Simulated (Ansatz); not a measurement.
# Y2CF2 monolayer: from the cell to its phonons

Task: relax Y2CF2 monolayer, then find its harmonic phonons.

Main program and level: Ansatz 0.2.0; DFT PBEsol, scalar-relativistic, plane waves, PAW; PAW set soft_1.

Most raw output is cut from this account.

### Step 1. The structure

The cell holds 5 atoms: 1 C, 2 Y and 2 F. Cell: a = 3.600 Å, b = 3.600 Å, c = 20.000 Å, α = 90.0°, β = 90.0°, γ = 120.0°. Vacuum lies along c.

### Step 2. Rough relaxation

A rough relaxation comes first, because large forces or stress need no tight tolerances yet.

The program solves this slab on a cell height of its own, 33.2 Å, in place of the one typed.

Input file input.yaml:

```yaml
crystal:
  lattice:
    - [3.6, 0.0, 0.0]
    - [-1.8, 3.11769, 0.0]
    - [0.0, 0.0, 20.0]
  atoms:
    - { symbol: C, position: [0.0, 0.0, 0.5] }
    - { symbol: "Y", position: [0.333333, 0.666667, 0.56] }
    - { symbol: "Y", position: [0.666667, 0.333333, 0.44] }
    - { symbol: F, position: [0.666667, 0.333333, 0.6175] }
    - { symbol: F, position: [0.333333, 0.666667, 0.3825] }
  periodic: [true, true, false]
kpoints:
  mp_grid: { grid: [6, 6, 1] }
hamiltonian:
  xc: pbesol
  pseudopotentials: { kind: paw, azcp: { folder: soft_1 }, xc_functional: pbe }
scf:
  occupations: { method: gaussian, width: 0.1 }
output:
  forces: true
  stress: true
  eigenvalues: true
relax:
  adjacent_minimum: "off"
  f_tol: 0.05
  max_steps: 80
  cell: { stress_2d_tol: 0.02 }
```

Started as:

```sh
ansatz run input.yaml --threads 4 --pin off --max-ram 16384MiB --backend cpu --events-out ev --progress --plain --runs-dir out
```

Wall time 16 s (4 threads of Arm Neoverse V1, shared host); peak memory 0.67 GiB.

Relaxation path:

```csv
step,energy less that of the first step (eV),largest force component (eV/Å),volume (Å³)
1,0.0000,3.1897,372.63
2,-0.3364,1.4392,372.39
3,-0.4771,0.3125,354.99
4,-0.5007,0.0206,361.32
5,-0.5016,0.0133,360.25
6,-0.5018,0.0014,359.75
7*,-0.4990,0.0012,359.75
8,-0.4991,0.0001,359.48
9*,-0.4990,0.0001,359.48
```

Relaxation steps marked * repeat the geometry before them on a plane-wave basis chosen anew for their cell, so energy and pressure can jump there.

Forces are held to the 12 operations that the run works with; a distortion that breaks them can't arise in this run.

| cell as run | before | after | change |
| --- | --- | --- | --- |
| a (Å) | 3.600 | 3.536 | -1.8 % |
| b (Å) | 3.600 | 3.536 | -1.8 % |

The atoms that moved most (Å, along periodic axes as changes of fractional coordinates times the final cell, across vacuum about the mean position):

```csv
atom,dx,dy,dz,length
Y3,0.000,0.000,-0.163,0.163
Y2,0.000,0.000,0.163,0.163
F5,0.000,0.000,-0.163,0.163
F4,0.000,0.000,0.163,0.163
```

The relaxed structure:

```
C Y F
1.0
     3.53592    0.00000    0.00000
    -1.76796    3.06220    0.00000
     0.00000    0.00000   33.20000
C Y F
1 2 2
Direct
  0.00000 0.00000 0.30120
  0.33333 0.66667 0.34227
  0.66667 0.33333 0.26014
  0.66667 0.33333 0.37690
  0.33333 0.66667 0.22551
```

A gap read on the k-mesh alone can miss the band edges.

This step gave:

```
gap on the k-mesh  : 1.063 eV
direct gap on mesh : 1.234 eV
area per atom      : 2.166 Å²
```

The relaxation ends with a largest force component of 1.3e-4 eV/Å.

### Step 3. Bringing the structure to rest

Harmonic phonons are second derivatives at a point where the forces vanish, and they are wanted at zero stress, so atoms and cell are relaxed first.

Input file input.yaml:

```yaml
crystal:
  lattice:
    - [3.5359245422, 0.0, 0.0]
    - [-1.7679622711, 3.0622004794, 0.0]
    - [0.0, 0.0, 33.2]
  atoms:
    - { symbol: C, position: [0.0, 0.0, 0.3012048193] }
    - { symbol: "Y", position: [0.3333333333, 0.6666666667, 0.342268187] }
    - { symbol: "Y", position: [0.6666666667, 0.3333333333, 0.2601414516] }
    - { symbol: F, position: [0.6666666667, 0.3333333333, 0.3768981189] }
    - { symbol: F, position: [0.3333333333, 0.6666666667, 0.2255115196] }
  periodic: [true, true, false]
kpoints:
  mp_grid: { grid: [9, 9, 1] }
hamiltonian:
  xc: pbesol
  pseudopotentials: { kind: paw, azcp: { folder: soft_1 }, xc_functional: pbe }
scf:
  occupations: { method: gaussian, width: 0.02 }
output:
  forces: true
  stress: true
  eigenvalues: true
  write_density: true
  write_potential: true
  elf: true
  volumetric_format: npy
relax:
  adjacent_minimum: "off"
  f_tol: 0.005
  max_steps: 80
  cell: { stress_2d_tol: 0.02 }
```

It took 14 s on 4 threads; peak memory 0.72 GiB; 48 s of CPU time.

Little changed from the start: no atom moved by 0.005 Å and no cell edge by 0.1 %.

This step gave:

```
gap on the k-mesh  : 1.104 eV
direct gap on mesh : 1.277 eV
area per atom      : 2.164 Å²
```

Valence density in the ac plane at fractional y = 0.333, with atoms of Y and F within 0.2 Å of it. It is the smooth field of the valence electrons, not physical close to the nuclei.

Ten steps, logarithmic in the rise over the least value, from '_' (0.00 × 1e0 e/Å³) to '@' (5.31 × 1e0 e/Å³), each cell a mean:
```
____________________________
____________________________
____________________________
____________________________
____________________________
____________________________
____________________________
____________________________
____________________________
____________________________
____________________________
____________________________
____________________________
____________________________
....____..::==**@@@@@@##++--
----====------++##%%##**==--
--========----::::::::::::--
----------==**##%%%%%%%%##++
::::--::::::--==++****++==::
____________________________
____________________________
____________________________
____________________________
____________________________
```
Columns run along a (3.5 Å), rows up along c (33.2 Å). Atoms in or near the plane, at fractional coordinates: Y at (0.67, 0.26), F at (0.67, 0.38).

Electrostatic potential energy in the ac plane at fractional y = 0.333, with atoms of Y and F within 0.2 Å of it. With pseudopotentials it is smooth inside the atoms' cores, unlike the true potential.

Ten even steps from '_' (-30 eV) to '@' (0 eV), each cell a mean:
```
@@@@@@@@@@@@@@@@@@@@@@@@@@@@
@@@@@@@@@@@@@@@@@@@@@@@@@@@@
@@@@@@@@@@@@@@@@@@@@@@@@@@@@
@@@@@@@@@@@@@@@@@@@@@@@@@@@@
@@@@@@@@@@@@@@@@@@@@@@@@@@@@
@@@@@@@@@@@@@@@@@@@@@@@@@@@@
@@@@@@@@@@@@@@@@@@@@@@@@@@@@
@@@@@@@@@@@@@@@@@@@@@@@@@@@@
@@@@@@@@@@@@@@@@@@@@@@@@@@@@
@@@@@@@@@@@@@@@@@@@@@@@@@@@@
@@@@@@@@@@@@@@@@@@@@@@@@@@@@
@@@@@@@@@@@@@@@@@@@@@@@@@@@@
@@@@@@@@@@@@@@@@@@@@@@@@@@@@
@@@@@@@@@@@@@@@@@@@@@@@@@@@@
@@@@@@@@@@@@@@++==----++##@@
##**++++**##%%##**++++**####
%%%%%%%%%%%%%%%%%%%%%%%%%%%%
##%%@@%%%%**::__________..==
%%@@@@@@%%%%##++======++**##
@@@@@@@@@@@@@@@@@@@@@@@@@@@@
@@@@@@@@@@@@@@@@@@@@@@@@@@@@
@@@@@@@@@@@@@@@@@@@@@@@@@@@@
@@@@@@@@@@@@@@@@@@@@@@@@@@@@
@@@@@@@@@@@@@@@@@@@@@@@@@@@@
```
Columns run along a (3.5 Å; values clipped at the 3rd and 97th percentile), rows up along c (33.2 Å). Atoms in or near the plane, at fractional coordinates: Y at (0.67, 0.26), F at (0.67, 0.38).

ELF in the ac plane at fractional y = 0.333, with atoms of Y and F within 0.2 Å of it. It is the smooth field of the valence electrons, not physical close to the nuclei.

Ten even steps from '_' (0.00) to '@' (0.76), each cell a mean:
```
____________________________
____________________________
____________________________
____________________________
____________________________
____________________________
____________________________
____________________________
____________________________
____________________________
____________________________
____________________________
____________________________
________________......______
..______..--**%%@@%%%%@@##++
..::--::....::++++****++--..
++********==--::......::::==
::--==--::--##@@@@%%@@@@%%++
::======::..::==++++++==--..
__........__________________
____________________________
____________________________
____________________________
____________________________
```
Columns run along a (3.5 Å), rows up along c (33.2 Å). Atoms in or near the plane, at fractional coordinates: Y at (0.67, 0.26), F at (0.67, 0.38).

### Step 4. Tight relaxation

Phonons need a cell at rest on their own settings, so the relaxation is repeated with tight tolerances on forces and stress, using the mesh and the filling of the phonon run that follows.

input.yaml, the sections that differ from step 3:

```yaml
crystal:
  lattice:
    - [3.5347426129, 0.0, 0.0]
    - [-1.7673713064, 3.0611768986, 0.0]
    - [0.0, 0.0, 33.2]
  atoms:
    - { symbol: C, position: [0.0, 0.0, 0.3012048193] }
    - { symbol: "Y", position: [0.3333333333, 0.6666666667, 0.342302641] }
    - { symbol: "Y", position: [0.6666666667, 0.3333333333, 0.2601069976] }
    - { symbol: F, position: [0.6666666667, 0.3333333333, 0.3769321069] }
    - { symbol: F, position: [0.3333333333, 0.6666666667, 0.2254775316] }
  periodic: [true, true, false]
kpoints:
  mp_grid: { grid: [12, 12, 1] }
scf:
  occupations: { method: fixed }
relax:
  adjacent_minimum: "off"
  f_tol: 0.001
  max_steps: 60
  cell: { stress_2d_tol: 0.002 }
# hamiltonian, output: as in step 3
```

Run time: 20 s. Hardware: 4 threads; peak memory 0.72 GiB.

Little changed from the start: no atom moved by 0.005 Å and no cell edge by 0.1 %.

Numbers from this step:

- gap on the k-mesh: 1.062 eV
- direct gap on mesh: 1.235 eV

Electrostatic potential energy in the ac plane at fractional y = 0.333, with atoms of Y and F within 0.2 Å of it. With pseudopotentials it is smooth inside the atoms' cores, unlike the true potential.

Values in eV, 24 rows by 14 columns, each cell a mean:
```
  0   0   0   0   0   0   0   0   0   0   0   0   0   0
  0   0   0   0   0   0   0   0   0   0   0   0   0   0
  0   0   0   0   0   0   0   0   0   0   0   0   0   0
  0   0   0   0   0   0   0   0   0   0   0   0   0   0
  0   0   0   0   0   0   0   0   0   0   0   0   0   0
  0   0   0   0   0   0   0   0   0   0   0   0   0   0
  0   0   0   0   0   0   0   0   0   0   0   0   0   0
  0   0   0   0   0   0   0   0   0   0   0   0   0   0
  0   0   0   0   0   0   0   0   0   0   0   0   0   0
  0   0   0   0   0   0   0   0   0   0   0   0   0   0
  0   0   0   0   0   0   0   0   0   0   0   0   0   0
  0   0   0   0   0   0   0   0   0   0   0   0   0   0
  0   0   0   0   0   0   0   0   0   0   0   0   0   0
  0   0   0   0   0   0   0   0   0   0   0   0   0   0
 -2  -2  -2  -2  -2  -1  -2 -12 -17 -19 -18 -15  -6  -2
 -9 -11 -13 -12 -10  -7  -5  -8 -12 -13 -13 -10  -6  -6
 -3  -4  -5  -5  -4  -3  -3  -4  -5  -5  -5  -4  -3  -3
 -7  -4  -3  -3  -6 -12 -23 -29 -30 -30 -30 -29 -27 -17
 -4  -2  -2  -2  -3  -5  -9 -14 -16 -17 -17 -15 -11  -7
  0   0   0   0   0   0  -1  -1  -1  -1  -1  -1  -1   0
  0   0   0   0   0   0   0   0   0   0   0   0   0   0
  0   0   0   0   0   0   0   0   0   0   0   0   0   0
  0   0   0   0   0   0   0   0   0   0   0   0   0   0
  0   0   0   0   0   0   0   0   0   0   0   0   0   0
```
Columns run along a (3.5 Å; values clipped at the 3rd and 97th percentile), rows up along c (33.2 Å). Atoms in or near the plane, at fractional coordinates: Y at (0.67, 0.26), F at (0.67, 0.38).

Valence density in the ac plane at fractional y = 0.333, with atoms of Y and F within 0.2 Å of it. It is the smooth field of the valence electrons, not physical close to the nuclei.

Ten steps, logarithmic in the rise over the least value, from '0' (0.00 × 1e0 e/Å³) to '9' (5.32 × 1e0 e/Å³), each cell a mean:
```
00000000000000
00000000000000
00000000000000
00000000000000
00000000000000
00000000000000
00000000000000
00000000000000
00000000000000
00000000000000
00000000000000
00000000000000
00000000000000
00000000000000
11001246999753
33443335787643
34444332222223
33333467888875
22322234566542
00000000000000
00000000000000
00000000000000
00000000000000
00000000000000
```
Columns run along a (3.5 Å), rows up along c (33.2 Å). Atoms in or near the plane, at fractional coordinates: Y at (0.67, 0.26), F at (0.67, 0.38).

ELF in the ac plane at fractional y = 0.333, with atoms of Y and F within 0.2 Å of it. It is the smooth field of the valence electrons, not physical close to the nuclei.

Ten even steps from '_' (0.00) to '@' (0.76), each cell a mean:
```
____________________________
____________________________
____________________________
____________________________
____________________________
____________________________
____________________________
____________________________
____________________________
____________________________
____________________________
____________________________
____________________________
________________......______
..______..--**%%@@%%%%@@##++
..::--::....::==++****++--..
++********==--::......::::==
::--==--::--##@@@@%%@@@@%%++
::======::..::==++++++==--..
__........__________________
____________________________
____________________________
____________________________
____________________________
```
Columns run along a (3.5 Å), rows up along c (33.2 Å). Atoms in or near the plane, at fractional coordinates: Y at (0.67, 0.26), F at (0.67, 0.38).

The largest force component left is 0.12 meV/Å, within the tolerances set.

### Step 5. Zone-centre response

The zone centre comes first: it holds the modes that light can see, as far as symmetry allows. The response to a homogeneous field gives the Born charges and the dielectric tensor, and its change with displacement the Raman tensors.

input.yaml, the sections that differ from step 4:

```yaml
crystal:
  lattice:
    - [3.5342727862, 0.0, 0.0]
    - [-1.7671363931, 3.0607700167, 0.0]
    - [0.0, 0.0, 33.2]
  atoms:
    - { symbol: C, position: [0.0, 0.0, 0.3012048193] }
    - { symbol: "Y", position: [0.3333333333, 0.6666666667, 0.3423058721] }
    - { symbol: "Y", position: [0.6666666667, 0.3333333333, 0.2601037665] }
    - { symbol: F, position: [0.6666666667, 0.3333333333, 0.3769557572] }
    - { symbol: F, position: [0.3333333333, 0.6666666667, 0.2254538814] }
  periodic: [true, true, false]
output:
  eigenvalues: true
phonons:
  method: dfpt
  dielectric: true
  raman: true
# kpoints, hamiltonian, scf: as in step 4
# relax: removed
```

Wall time 20 min (4 threads); peak memory 4.3 GiB.

Numbers from this step:

| Property | Result |
| --- | --- |
| sum-rule residual before enforcement | 2.40e-4 eV/Å² |
| miss of the charge sum rule | 0.002747 e |
| estimated error of the dielectric tensor | 0.01225 |
| estimated error of the Born charges | 0.05699 e |
| point group | -3m |
| highest optical mode at the zone centre (no LO-TO term) | 611.3 cm⁻¹ |
| lowest optical zone-centre mode | 123.8 cm⁻¹ |
| largest Born charge (third of the trace) | -3.705 e |

Without the LO-TO term. Patterns of degenerate modes are one choice out of their space. The modes at Γ (shares of kinetic energy by element, %):

| mode | frequency (cm⁻¹) | symmetry | C % | Y % | F % |
| --- | --- | --- | --- | --- | --- |
| 1 | 0.0 | acoustic | 5 | 78 | 17 |
| 2 | 0.0 | acoustic | 5 | 78 | 17 |
| 3 | 0.0 | acoustic | 5 | 78 | 17 |
| 4 | 123.8 | Eg | 0 | 87 | 13 |
| 5 | 123.8 | Eg | 0 | 87 | 13 |
| 6 | 202.6 | Eu | 8 | 21 | 70 |
| 7 | 202.6 | Eu | 8 | 21 | 70 |
| 8 | 207.3 | A1g | 0 | 62 | 38 |
| 9 | 240.6 | Eg | 0 | 13 | 87 |
| 10 | 240.6 | Eg | 0 | 13 | 87 |
| 11 | 340.1 | A2u | 1 | 16 | 83 |
| 12 | 362.5 | A1g | 0 | 38 | 62 |
| 13 | 363.9 | Eu | 86 | 1 | 13 |
| 14 | 363.9 | Eu | 86 | 1 | 13 |
| 15 | 611.3 | A2u | 94 | 6 | 0 |

Displacements in mode 4 (123.8 cm⁻¹), the largest set to 1:
```
C1   0.00  0.00  0.00
Y2  -1.00 -0.01  0.00
Y3   1.00  0.01  0.00
F4  -0.83 -0.01  0.00
F5   0.83  0.01  0.00
```

Displacements in mode 10 (240.6 cm⁻¹), the largest set to 1:
```
C1   0.00  0.00  0.00
Y2   0.18  0.00  0.00
Y3  -0.18  0.00  0.00
F4  -1.00  0.01  0.00
F5   1.00 -0.01  0.00
```

High-frequency dielectric tensor, averaged over the cell of height 33.2 Å or as lengthened by the program, vacuum included. Tensor:

|  | x | y | z |
| --- | --- | --- | --- |
| x | 2.713 | 0 | 0 |
| y | 0 | 2.713 | 0 |
| z | 0 | 0 | 1.156 |

Born charge (rows field, columns displacement) (e), principal values of the symmetric part by kind of site:

```
atom  atoms with these values    low  middle   high   mean
  C1                        1  -5.35   -5.35  -0.41  -3.70
  Y2                        2   0.62    4.44   4.44   3.17
  F4                        2  -1.77   -1.77  -0.42  -1.32
```

In full for F4:

```
-1.77  0.00  0.00
 0.00 -1.77  0.00
 0.00  0.00 -0.42
```

Transverse modes. Lines of the infrared spectrum (strongest = 100):

```
position (cm⁻¹)  relative intensity
            124                 0.0
            203                  92
            207                 0.0
            241                 0.0
            340                 0.7
            362                 0.0
            364                 100
            611                 0.6
```

Activity x (w_L - w)^4 (n + 1)/w, 532 nm, 300 K; the tensors are static ones, while 532 nm light lies above the computed direct gap, where resonance would change the heights. Raman lines, with heights relative to the strongest:

```
position (cm⁻¹)  relative intensity
            124                 5.9
            203                 0.0
            207                 100
            241                 2.1
            340                 0.0
            362                  10
            364                 0.0
            611                 0.0
```

Before it was imposed, the acoustic sum rule was missed by 2.4e-4 eV/Å² and the charge sum rule by 0.0027 e. Small misses are needed for a sound result but don't prove that mesh and cutoff are converged. The lowest optical mode is real, 124 cm⁻¹.

[end of part 1 of 2]

[Logs are printed without paths, hosts, clocks, repeated set-up lines and the standing remarks that a program may print on its own settings, such as how far it seeks lower states.]

[Hosts, paths, dates, database ids (printed as entryN), source tags and the programs' standing remarks are cut or masked in the printed files.]
